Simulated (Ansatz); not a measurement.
## Al2O2 monolayer in a perpendicular field

Wanted: the out-of-plane response of the Al2O2 monolayer. A positive field points along +c.

Method: plane-wave DFT, PBE-D3(BJ), Ansatz PAW, in Ansatz 0.2.0.

This is a report of a sequence of runs, with most program output left out.

## Step 1: The starting structure

The cell holds 4 atoms: 2 O and 2 Al. Cell: a = 2.964 Å, b = 2.964 Å, c = 39.171 Å, α = 90.0°, β = 90.0°, γ = 120.0°. Vacuum lies along c.

## Step 2: Relaxation

The starting cell is a guess, so the in-plane lattice and the atoms are relaxed first, with the slab cut off from its images along the normal.

Input file input.yaml:

```yaml
crystal:
  lattice:
    - [2.964, 0.0, 0.0]
    - [-1.482, 2.5668992968, 0.0]
    - [0.0, 0.0, 39.171142635]
  atoms:
    - { symbol: O, position: [0.3333333333, 0.6666666667, 0.448033905] }
    - { symbol: Al, position: [0.0, 0.0, 0.4691099131] }
    - { symbol: Al, position: [0.0, 0.0, 0.5308900869] }
    - { symbol: O, position: [0.3333333333, 0.6666666667, 0.551966095] }
  periodic: [true, true, false]
kpoints:
  mp_grid: { grid: [12, 12, 1] }
hamiltonian:
  xc: pbe
  dispersion: d3bj
scf:
  occupations: { method: fermi_dirac, width: 0.05 }
  convergence: { dr2_threshold: 1.0e-09 }
relax:
  f_tol: 0.004
  max_steps: 90
  cell: {}
output:
  write_potential: true
  write_density: true
  volumetric_format: npy
```

Launch:

```bash
> ansatz run input.yaml --threads 2 --pin off --max-ram 3072MiB --backend cpu --events-out ev --progress --plain --runs-dir out
```

Run time: 61 s. Hardware: 2 threads of Intel Xeon at 2.50GHz (Skylake/Cascade Lake), shared host; peak memory 0.49 GiB.

Relaxation path:

```
step  energy less that of the first step (eV)  largest force component (eV/Å)  volume (Å³)
   1                                   0.0000                          3.6902       298.03
   2                                  -0.4082                          0.7512       308.01
   3                                  -0.4834                          0.1637       301.57
   4                                  -0.4998                          0.0691       295.58
   5                                  -0.5001                          0.0015       295.65
  6*                                  -0.4989                          0.0013       295.65
```

Relaxation steps marked * repeat the geometry before them on a plane-wave basis chosen anew for their cell, so energy and pressure can jump there.

Forces are held to the 12 operations that the run works with; a distortion that breaks them can't arise in this run.

```
cell as run  before  after  change
      a (Å)   2.964  2.952  -0.4 %
      b (Å)   2.964  2.952  -0.4 %
```

The atoms that moved most (Å, along periodic axes as changes of fractional coordinates times the final cell, across vacuum about the mean position):

```
atom     dx     dy      dz  length
 Al3  0.000  0.000   0.094   0.094
 Al2  0.000  0.000  -0.094   0.094
  O4  0.000  0.000  -0.065   0.065
  O1  0.000  0.000   0.065   0.065
```

The relaxed structure:

```xyz
4
Lattice="2.9522 0.0000 0.0000 -1.4761 2.5567 0.0000 0.0000 0.0000 39.1711" Properties=species:S:1:pos:R:3
O     0.0000    1.7044   17.6155
Al    0.0000    0.0000   18.2819
Al    0.0000    0.0000   20.8892
O     0.0000    1.7044   21.5557
```

The lattice constant a goes from 2.964 to 2.952 Å.

## Step 3: Atoms held, field 0, start network

A sawtooth potential applies the field, turning back in the middle of the vacuum. With the dipole correction the typed value is the field outside the slab. The induced dipole is small, so the SCF threshold is tight.

The cell differs from the one that the last finished run ended in (c 39.171 → 21.940 Å).

Input file input.yaml:

```yaml
crystal:
  lattice:
    - [2.9521763579, 0.0, 0.0]
    - [-1.4760881789, 2.5566597224, 0.0]
    - [0.0, 0.0, 21.9402163364]
  atoms:
    - { symbol: O, position: [0.3333333333, 0.6666666667, 0.4102056179] }
    - { symbol: Al, position: [0.0, 0.0, 0.4405817666] }
    - { symbol: Al, position: [0.0, 0.0, 0.5594182334] }
    - { symbol: O, position: [0.3333333333, 0.6666666667, 0.5897943821] }
kpoints:
  mp_grid: { grid: [18, 18, 1] }
  band_path:
    path: [[0, 0, 0], [0.5, 0, 0], [0.33333333, 0.33333333, 0], [0, 0, 0]]
    npoints: 16
hamiltonian:
  xc: pbe
  dispersion: d3bj
scf:
  occupations: { method: fermi_dirac, width: 0.02585 }
  convergence: { dr2_threshold: 1.0e-10 }
efield:
  axis: 3
  dipole_correction: true
  ramp_position: 0.97
  ramp_width: 0.06
  amplitude: 0
output:
  dos: { projected: true, e_range: [-6, 5] }
  write_potential: true
  write_density: true
  volumetric_format: npy
  elf: true
```

Elapsed: 22 s, on 2 threads; peak memory 0.42 GiB.

Numbers from this step:

- gap on the k-mesh: 1.274 eV
- dipole along the normal: 4.51e-7 e·Å
- gap along the path: 1.274 eV
- smallest direct gap along the path: 1.459 eV
- ionisation energy, upper face: 4.944 eV
- electron affinity, upper face: 3.670 eV
- gap, the smaller of path and mesh: 1.274 eV

Running mean over a fixed 2.8 Å (it still follows the layers) of the planar mean; the ramp of the sawtooth is left out. Table of electron's electrostatic potential energy less the Fermi level by z:

```
z (Å)  electron's electrostatic potential energy less the Fermi level (eV)
    3                                                                 4.31
    4                                                                 4.31
    5                                                                 4.31
    6                                                                 4.30
    7                                                                 3.94
    8                                                               -0.842
    9                                                                -5.12
   10                                                                -5.82
   11                                                                -4.18
   12                                                                -5.89
   13                                                                -4.95
   14                                                               -0.485
   15                                                                 4.01
   16                                                                 4.30
   17                                                                 4.31
   18                                                                 4.31
   19                                                                 4.31
```

The density of states has structure finer than the step of the table below, so its rows give means over 0.2 eV, whole bins alone (the curve runs from -6 to 2.63 eV). Peaks (eV: height): -5.75: 7.35, -5.45: 6.37, -4.90: 5.04, -1.51: 1.99, 1.00: 1.84.

The density of states by energy, zero at the Fermi level of the run, which the smearing sets inside the gap; means over each step:

```
energy (eV)  density of states (states/eV a cell)
       -5.8                                  6.17
       -5.6                                  5.55
       -5.4                                  5.34
       -5.2                                  3.37
       -5.0                                  2.75
       -4.8                                  1.97
       -4.6                                     0
       -4.4                                     0
       -4.2                                     0
       -4.0                                     0
       -3.8                                     0
       -3.6                                     0
       -3.4                                     0
       -3.2                                     0
       -3.0                                 0.241
       -2.8                                 0.441
       -2.6                                 0.599
       -2.4                                 0.785
       -2.2                                 0.982
       -2.0                                  1.17
       -1.8                                  1.31
       -1.6                                  1.59
       -1.4                                  1.24
       -1.2                                 0.730
       -1.0                                 0.472
       -0.8                                 0.341
       -0.6                                0.0343
       -0.4                                     0
       -0.2                                     0
        0.0                                     0
        0.2                                     0
        0.4                                     0
        0.6                                0.0422
        0.8                                 0.596
        1.0                                  1.13
        1.2                                 0.874
        1.4                                 0.723
        1.6                                 0.665
        1.8                                 0.622
        2.0                                 0.587
        2.2                                 0.580
        2.4                                 0.578
```

Projected DOS per atom over height of the atomic layer and energy from the Fermi level. Layers: O Al Al O from below.

Ten even steps from '_' (0.00 states/eV) to '@' (2.41 states/eV), each cell a mean:
```
________
________
________
__....__
__....__
________
________
________
________
________
__::::__
........
..____..
________
________
________
________
________
________
++____++
@@____@@
@@....@@
```
Columns: height of the atomic layer (Å) from 9 to 12.9 (not evenly spaced); rows upwards: energy from the Fermi level (eV) from -5.96 to 2.59.

Electronic bands along the path, in eV, zero at the Fermi level of the run, which the smearing sets inside the gap:

```
  point  band 6  band 7  band 8  band 9  band 10  band 11  band 12  band 13
      Γ   -5.18   -5.16   -5.16   -3.07     1.13     3.28     4.15     4.30
halfway   -5.53   -5.53   -5.50   -2.27     3.13     4.03     5.20     5.22
      M   -5.81   -5.54   -4.91   -1.50     0.64     3.91     6.47     6.51
halfway   -6.53   -5.39   -4.84   -1.19     0.92     4.57     5.18     7.07
      K   -7.68   -5.21   -4.76   -0.63     0.83     3.75     5.19     7.77
halfway   -5.88   -5.83   -5.38   -2.09     3.65     4.20     5.03     5.47
      Γ   -5.18   -5.16   -5.16   -3.07     1.13     3.28     4.15     4.30
```

ELF in the ca plane at fractional y = 0.667, with atoms of O within 0.2 Å of it. It is the smooth field of the valence electrons, not physical close to the nuclei.

Values, 5 rows by 16 columns, each cell a mean:
```
0.00 0.00 0.00 0.00 0.00 0.00 0.02 0.13 0.17 0.65 0.52 0.17 0.10 0.01 0.00 0.00
0.00 0.00 0.00 0.00 0.00 0.00 0.10 0.49 0.45 0.46 0.39 0.52 0.41 0.06 0.00 0.00
0.00 0.00 0.00 0.00 0.00 0.02 0.37 0.77 0.67 0.15 0.21 0.71 0.76 0.25 0.01 0.00
0.00 0.00 0.00 0.00 0.00 0.03 0.41 0.72 0.65 0.12 0.20 0.64 0.77 0.29 0.01 0.00
0.00 0.00 0.00 0.00 0.00 0.01 0.19 0.67 0.59 0.33 0.30 0.68 0.60 0.12 0.00 0.00
```
Columns run along c (16.0 Å, from fractional 0.06 to 0.79 of the cell), rows up along a (3.0 Å). Atoms in or near the plane, at fractional coordinates: O at (0.41, 0.33), O at (0.59, 0.33).

Valence density in the ca plane at fractional y = 0.667, with atoms of O within 0.2 Å of it. It is the smooth field of the valence electrons, not physical close to the nuclei.

Ten steps, logarithmic in the rise over the least value, from '0' (0.0 e/Å³) to '9' (6.5 e/Å³), each cell a mean:
```
00000000000000000001223222222222221000000000
00000000000000000001122222222222221000000000
00000000000000000002344332222234442100000000
00000000000000000013677532112246774200000000
00000000000000000025899742111358996310000000
00000000000000000025899742111358996310000000
00000000000000000013687532112347875200000000
00000000000000000002344432222234542100000000
```
Columns run along c (16.0 Å, from fractional 0.06 to 0.79 of the cell), rows up along a (3.0 Å). Atoms in or near the plane, at fractional coordinates: O at (0.41, 0.33), O at (0.59, 0.33).

Electrostatic potential energy in the ca plane at fractional y = 0.667, with atoms of O within 0.2 Å of it. With pseudopotentials it is smooth inside the atoms' cores, unlike the true potential.

Values in eV, 5 rows by 16 columns, each cell a mean:
```
  4   4   4   4   4   4   3  -1 -13  -3  -6 -12   0   3   4   4
  4   4   4   4   4   4   3  -1  -9  -2  -4  -8   1   3   4   4
  4   4   4   4   4   4   4 -19 -17   1   0 -23 -12   4   4   4
  4   4   4   4   4   4   4 -25 -21   1   0 -28 -16   4   4   4
  4   4   4   4   4   4   3  -4  -8  -1  -2 -10  -1   4   4   4
```
Columns run along c (16.0 Å, from fractional 0.06 to 0.79 of the cell; values clipped at the 3rd and 97th percentile), rows up along a (3.0 Å). Atoms in or near the plane, at fractional coordinates: O at (0.41, 0.33), O at (0.59, 0.33).

The gap is 1.27 eV, with the valence edge 4.94 eV and the conduction edge 3.67 eV under the upper vacuum level.

## Step 4: Atoms held, field 0.1 V/Å

Changes to input.yaml since step 3:

```diff
@@ -24,7 +24,6 @@
   dipole_correction: true
-  ramp_position: 0.97
-  ramp_width: 0.06
-  amplitude: 0
+  ramp_position: 0.9253
+  ramp_width: 0.1495
+  amplitude: 0.1
 output:
-  dos: { projected: true, e_range: [-6, 5] }
   write_potential: true
@@ -32,2 +31 @@
   volumetric_format: npy
-  elf: true
```

Elapsed: 25 s, on 2 threads; peak memory 0.39 GiB.

The dipole is 0.0199 e·Å, and the gap 1.274 eV.

## Step 5: Single point, field -0.1 V/Å

Changes to input.yaml since step 4:

```diff
@@ -26,3 +26,3 @@
   ramp_width: 0.1495
-  amplitude: 0.1
+  amplitude: -0.1
 output:
```

Elapsed: 23 s, on 2 threads; peak memory 0.39 GiB; 37 s of CPU time.

The dipole is -0.0199 e·Å, and the gap 1.274 eV.

## Step 6: Response, atoms held

This step: plane-wave DFT, PBE-D3(BJ), Ansatz PAW; response to a field along the normal, atoms held (Ansatz 0.2.0).

The dipoles give the slope, and the difference of two potentials shows where the field is screened.

This step gave:

| Property | Result |
| --- | --- |
| equivalent conductor thickness p/(ε₀AE) | 4.773 Å |
| distance between the outer atoms | 3.940 Å |

Dipole of the cell against applied field:

```
applied field (V/Å)  dipole of the cell (e·Å)
            -0.1000                   -0.0199
             0.0000                    4.5e-7
             0.1000                    0.0199
```

Local field over the applied field, running mean. From the potentials at -0.1 and 0.1 V/Å; running mean over 2.5 Å. The local field over applied field by z:

```
z (Å)  local field over applied field
  4.5                           1.000
  5.0                           0.999
  5.5                           0.996
  6.0                           0.988
  6.5                           0.963
  7.0                           0.899
  7.5                           0.775
  8.0                           0.623
  8.5                           0.467
  9.0                           0.340
  9.5                           0.231
 10.0                           0.165
 10.5                           0.150
 11.0                           0.163
 11.5                           0.149
 12.0                           0.169
 12.5                           0.243
 13.0                           0.354
 13.5                           0.484
 14.0                           0.642
 14.5                           0.792
 15.0                           0.909
 15.5                           0.968
 16.0                           0.990
 16.5                           0.997
 17.0                           0.999
 17.5                           1.000
```

Electrons, planar mean, per unit field. Table of induced electron density by z:

z (Å), induced electron density (e/Å³ per V/Å) and a bar from the least value:
```
     4.10    0.00000 ###############
     4.53    0.00000 ###############
     4.83    0.00000 ###############
     5.27    0.00001 ###############
     5.56    0.00002 ###############
     6.00    0.00005 ###############
     6.29    0.00010 ###############
     6.73    0.00027 ################
     7.02    0.00051 #################
     7.46    0.00126 ####################
     7.75    0.00216 ########################
     8.19    0.00371 ##############################
     8.48    0.00331 ############################
     8.92    0.00060 #################
     9.36    0.00034 ################
     9.65   -0.00147 #########
    10.09    0.00059 #################
    10.38    0.00209 #######################
    10.82    0.00090 ###################
    11.12   -0.00090 ###########
    11.56   -0.00209 #######
    11.85   -0.00059 #############
    12.29    0.00147 #####################
    12.58   -0.00034 ##############
    13.02   -0.00060 #############
    13.46   -0.00331 ##
    13.75   -0.00371 
    14.19   -0.00216 ######
    14.48   -0.00126 ##########
    14.92   -0.00051 #############
    15.21   -0.00027 ##############
    15.65   -0.00010 ###############
    15.94   -0.00005 ###############
    16.38   -0.00002 ###############
    16.67   -0.00001 ###############
    17.11    0.00000 ###############
    17.41    0.00000 ###############
    17.84    0.00000 ###############
```

The smaller of the gaps on the path and on the k-mesh, counted as 0 under 0.03 eV. The gap stays at 1.27 eV for applied field from -0.1 to 0.1 V/Å.

By hand: between -0.1 and 0.1 V/Å the dipole changes by 0.03981 e·Å, a slope of 0.1991 e·Å²/V. A perfect conductor of thickness t has p = ε₀AEt, so t = 180.95 × 0.1991 / 7.548 = 4.77 Å (e/ε₀ = 180.95 V·Å, A in Å²).

The induced dipole is that of a conductor 4.77 Å thick.

## Step 7: Results

| Property | Result |
| --- | --- |
| gap without field | 1.27 eV |
| ionisation energy, upper face | 4.94 eV |
| electron affinity, upper face | 3.67 eV |
| equivalent conductor thickness, atoms held | 4.77 Å |

The induced dipole equals that of a perfect conductor 4.77 Å thick, while the outer atoms lie 3.94 Å apart; an out-of-plane ε follows only once a thickness t is chosen, by 1 − 1/ε = 4.77 Å / t. The gap stays within 0.01 eV of 1.27 eV over the fields run, up to 0.1 V/Å in size. Semilocal functionals give gaps that are too small, and excitons are not included.

[Logs are printed without paths, hosts, clocks, repeated set-up lines and the standing remarks that a program may print on its own settings, such as how far it seeks lower states.]

[Hosts, paths, dates, database ids (printed as entryN), source tags and the programs' standing remarks are cut or masked in the printed files.]

[Maps of the electrostatic potential energy from Ansatz leave out the sawtooth potential of an applied field or a dipole correction, so their vacuum need not be flat; planar profiles and work functions include it.]

[The density of states shown here was stored with 400 of the rows of the run's finer table, so its peaks can read low, often by over a quarter, or be missed, and its means over a window can be off by a tenth or more.]
